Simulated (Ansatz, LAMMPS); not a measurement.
**amorphous Hg33S25Se8 (66 atoms): close-ups with forces and charges**

Density of this cell: 7.67 g/cm³. The cell holds 66 atoms: 33 Hg, 25 S and 8 Se. Cell: a = 12.034 Å, b = 12.034 Å, c = 12.034 Å, α = 90.0°, β = 90.0°, γ = 90.0°. 66 atoms (33 Hg, 25 S, 8 Se) placed at random at 7.67 g/cm³, melted at 2500 K for 10 ps at fixed volume with the Stillinger-Weber II-VI potential (Zhou et al., Phys. Rev. B 88, 085309 (2013)). Quenched from 2500 K to 500 K at 100 K/ps and fixed volume, held 5 ps, then minimised at fixed cell.

Computed with Ansatz 0.2.0: Kohn-Sham DFT, LDA, PAW (set soft_2), plane waves; cutoff 420 eV, Γ point, fermi-dirac smearing of 0.05 eV. Geometry: the geometry as built.

The whole cell was solved; only parts of it are printed.

The surroundings of S38, which bears the longest force, nearest first, numbered as they follow in the input and with coordinates relative to it.

```tsv
atom	x	y	z	distance (Å)	bonds	Fx	Fy	Fz (eV/Å)
S38	0.00	0.00	0.00	0.00	4	0.87	-0.55	0.07
Hg33	-2.22	-0.33	-1.36	2.62	3	0.24	-0.20	0.24
Hg12	0.76	-1.92	1.67	2.66	3	-0.24	0.34	0.24
Hg5	2.29	-1.04	-1.20	2.79	4	-0.71	0.39	0.22
Hg18	0.05	2.32	-1.79	2.93	4	-0.10	0.12	0.61
S48	-1.40	1.72	2.02	3.00	3	-0.38	0.69	-0.46
S36	2.09	2.46	0.01	3.22	3	-0.08	0.09	-0.38
Hg9	0.79	3.22	2.04	3.89	4	-0.34	-0.23	-0.08
Se63	-2.75	2.33	-1.58	3.93	5	0.32	0.30	-0.24
Hg23	-3.78	0.10	1.54	4.08	3	0.33	0.09	-0.08
S34	-1.50	-1.26	-3.64	4.13	3	-0.42	-0.26	0.20
S42	2.92	-3.03	0.51	4.24	5	-0.34	-0.17	0.13
Hg31	-0.45	-3.35	-2.74	4.35	3	0.07	-0.22	-0.09
Hg11	2.19	-0.39	3.97	4.55	3	0.00	0.12	0.19
Se65	1.39	1.78	-3.97	4.57	5	0.52	-0.17	0.19
Hg14	4.37	1.35	0.53	4.61	4	-0.28	0.13	0.06
S35	-0.97	0.04	4.55	4.65	3	0.44	0.34	0.50
S55	-0.55	-2.97	3.60	4.70	4	0.21	-0.32	-0.73
Se62	2.05	-2.68	-3.29	4.71	3	-0.05	-0.37	0.44
Hg4	-3.28	3.40	0.81	4.80	4	0.52	-0.43	0.50
S51	1.45	2.12	4.21	4.93	3	0.39	0.17	0.50
S43	4.92	-0.16	-1.49	5.15	5	-0.20	-0.35	0.38
Hg21	0.30	-0.35	-5.18	5.20	4	-0.70	-0.02	-0.67
Se64	4.56	-0.14	2.75	5.32	4	-0.61	-0.68	-0.10
Hg1	-3.01	-2.04	3.90	5.34	4	-0.12	0.07	0.38
Hg28	3.69	0.03	-3.97	5.43	4	0.35	0.18	-0.22
```

The column of bonds counts only the pairs Hg-S within 3.12 Å, Hg-Se within 3.12 Å; other neighbours, such as metal atoms beside each other in a compound, aren't counted, and periodic images can show an atom twice.

A closer look about Se60, one of the 8 Se atoms: 25 atoms, nearest first, numbered in the order of the input, with positions taken from that point.

```tsv
atom	x	y	z	distance (Å)	bonds	Fx	Fy	Fz (eV/Å)
Se60	0.00	0.00	0.00	0.00	5	-0.43	0.31	-0.53
Hg2	-0.83	1.42	2.10	2.67	4	0.03	0.20	0.49
Hg19	0.64	-2.61	0.43	2.72	4	0.12	0.01	-0.07
Hg13	2.68	0.61	-0.23	2.76	4	0.37	-0.31	-0.42
Hg27	-0.09	1.53	-2.34	2.80	4	-0.16	0.40	-0.38
Hg20	-2.75	-0.03	-0.77	2.86	5	-0.04	0.54	-0.42
Se63	3.02	-1.22	1.71	3.68	5	0.32	0.30	-0.24
S53	-3.42	1.26	1.62	3.99	5	-0.17	0.92	0.05
S50	-0.16	3.89	1.49	4.17	4	-0.16	0.07	0.65
S56	-0.11	-3.71	-1.92	4.18	4	-0.51	-0.30	0.20
S58	-2.25	-0.40	-3.58	4.25	3	-0.25	-0.43	-0.31
S54	3.44	-0.16	-2.51	4.26	3	-0.07	-0.27	0.53
S39	-2.86	2.41	-2.09	4.28	3	0.01	-0.39	0.90
Se59	-0.35	-0.08	4.28	4.29	4	-0.24	0.49	-0.21
S40	-0.07	4.07	-1.47	4.33	3	0.06	-0.19	-0.73
S43	-1.34	-3.71	1.79	4.34	5	-0.20	-0.35	0.38
Hg28	-2.57	-3.52	-0.69	4.42	4	0.35	0.18	-0.22
Hg17	-2.72	3.67	0.22	4.57	4	-0.09	-0.58	-0.30
Hg22	-0.70	-2.35	-3.99	4.69	4	-0.17	0.47	0.13
S46	3.61	3.04	0.18	4.73	5	0.10	0.44	0.33
Hg14	-1.90	-2.21	3.81	4.80	4	-0.28	0.13	0.06
Hg4	2.49	-0.15	4.10	4.80	4	0.52	-0.43	0.50
Hg3	2.67	-2.54	-3.09	4.81	4	0.42	0.02	-0.32
S45	1.16	1.15	-4.59	4.88	3	-0.32	0.51	0.56
Hg10	2.32	3.79	2.23	4.97	3	-0.31	-0.64	0.00
```

The column of bonds counts only the pairs Hg-S within 3.12 Å, Hg-Se within 3.12 Å; other neighbours, such as metal atoms beside each other in a compound, aren't counted, and periodic images can show an atom twice.

The surroundings of Hg32, picked at random, nearest first, numbered as they follow in the input and with coordinates relative to it.

```tsv
atom	x	y	z	distance (Å)	bonds	Fx	Fy	Fz (eV/Å)
Hg32	0.00	0.00	0.00	0.00	4	-0.42	0.28	-0.47
S54	-2.55	0.13	0.06	2.56	3	-0.07	-0.27	0.53
S51	1.21	-1.15	-1.97	2.58	3	0.39	0.17	0.50
S52	0.16	2.55	0.50	2.60	3	0.23	0.48	-0.72
Se65	1.16	-1.49	1.88	2.67	5	0.52	-0.17	0.19
Hg21	0.07	-3.61	0.67	3.68	4	-0.70	-0.02	-0.67
Hg8	0.05	2.09	3.08	3.72	3	0.29	-0.19	-0.02
Hg20	3.28	0.26	1.79	3.75	5	-0.04	0.54	-0.42
S35	-1.21	-3.23	-1.63	3.81	3	0.44	0.34	0.50
S58	3.79	-0.11	-1.01	3.92	3	-0.25	-0.43	-0.31
S41	-2.35	2.94	-1.18	3.94	2	-0.05	-0.02	0.44
Hg3	-3.33	-2.25	-0.52	4.05	4	0.42	0.02	-0.32
Hg13	-3.32	0.90	2.34	4.16	4	0.37	-0.31	-0.42
Hg18	-0.18	-0.95	4.06	4.17	4	-0.10	0.12	0.61
Hg9	0.56	-0.05	-4.14	4.18	4	-0.34	-0.23	-0.08
S39	3.17	2.69	0.48	4.19	3	0.01	-0.39	0.90
Hg11	1.96	-3.66	-2.21	4.70	3	0.00	0.12	0.19
S48	-1.64	-1.55	-4.16	4.73	3	-0.38	0.69	-0.46
S47	0.77	2.48	-4.13	4.88	3	-0.18	-0.14	-0.39
S46	-2.39	3.33	2.74	4.93	5	0.10	0.44	0.33
Hg15	0.97	4.76	-0.96	4.95	4	0.16	-0.59	0.08
Hg28	3.46	-3.23	1.88	5.10	4	0.35	0.18	-0.22
S49	2.89	3.49	-2.42	5.14	3	0.40	0.53	-0.06
S53	2.61	1.55	4.19	5.17	5	-0.17	0.92	0.05
Hg25	-1.46	3.47	-3.56	5.18	4	-0.07	0.00	0.28
Se63	-2.98	-0.94	4.27	5.29	5	0.32	0.30	-0.24
S34	-1.73	-4.53	2.22	5.33	3	-0.42	-0.26	0.20
Se66	-4.57	-1.18	-2.69	5.43	3	0.10	-0.03	0.03
S45	-4.84	1.43	-2.03	5.44	3	-0.32	0.51	0.56
Hg6	4.53	1.41	-2.98	5.60	4	0.21	0.21	0.20
Hg7	-3.52	4.33	0.66	5.62	4	-0.23	0.05	-0.57
S57	2.17	-5.20	0.01	5.64	5	0.03	0.48	-0.78
Hg17	3.32	3.96	2.79	5.87	4	-0.09	-0.58	-0.30
Hg22	5.34	-2.07	-1.43	5.90	4	-0.17	0.47	0.13
S36	1.85	-0.81	5.86	6.20	3	-0.08	0.09	-0.38
Hg27	5.94	1.82	0.23	6.22	4	-0.16	0.40	-0.38
Hg33	-2.45	-3.60	4.50	6.26	3	0.24	-0.20	0.24
Hg31	-0.68	5.41	3.12	6.28	3	0.07	-0.22	-0.09
Hg27	-6.09	1.82	0.23	6.36	4	-0.16	0.40	-0.38
S37	-3.74	-5.15	0.23	6.37	3	0.26	0.35	-0.61
S55	-0.78	5.80	-2.58	6.39	4	0.21	-0.32	-0.73
Hg4	-3.51	0.14	-5.37	6.41	4	0.52	-0.43	0.50
Se64	4.32	-3.40	-3.43	6.49	4	-0.61	-0.68	-0.10
S36	1.85	-0.81	-6.17	6.49	3	-0.08	0.09	-0.38
```

The column of bonds counts only the pairs Hg-S within 3.12 Å, Hg-Se within 3.12 Å; other neighbours, such as metal atoms beside each other in a compound, aren't counted, and periodic images can show an atom twice.

Length of the force by element:

```tsv
element	coordination	atoms	mean length of the force (eV/Å)	spread	least	most
Hg	all	33	0.519	0.188	0.134	0.969
S	all	25	0.690	0.184	0.399	1.03
Se	all	8	0.607	0.232	0.11	0.921
```

The quench rate of 100 K/ps is many orders above laboratory rates, so the cell is likely richer in defects and strain than a real sample. The network of bonds at the start is that of the classical potential that made the cell, and needn't be the one that DFT or experiment would give. Only the Γ point is sampled, in a cell whose shortest periodic width is 12 Å, which is coarse for a cell with partly filled levels.

[Logs are printed without paths, hosts, clocks, repeated set-up lines and the standing remarks that a program may print on its own settings, such as how far it seeks lower states.]

[Hosts, paths, dates, database ids (printed as entryN), source tags and the programs' standing remarks are cut or masked in the printed files.]
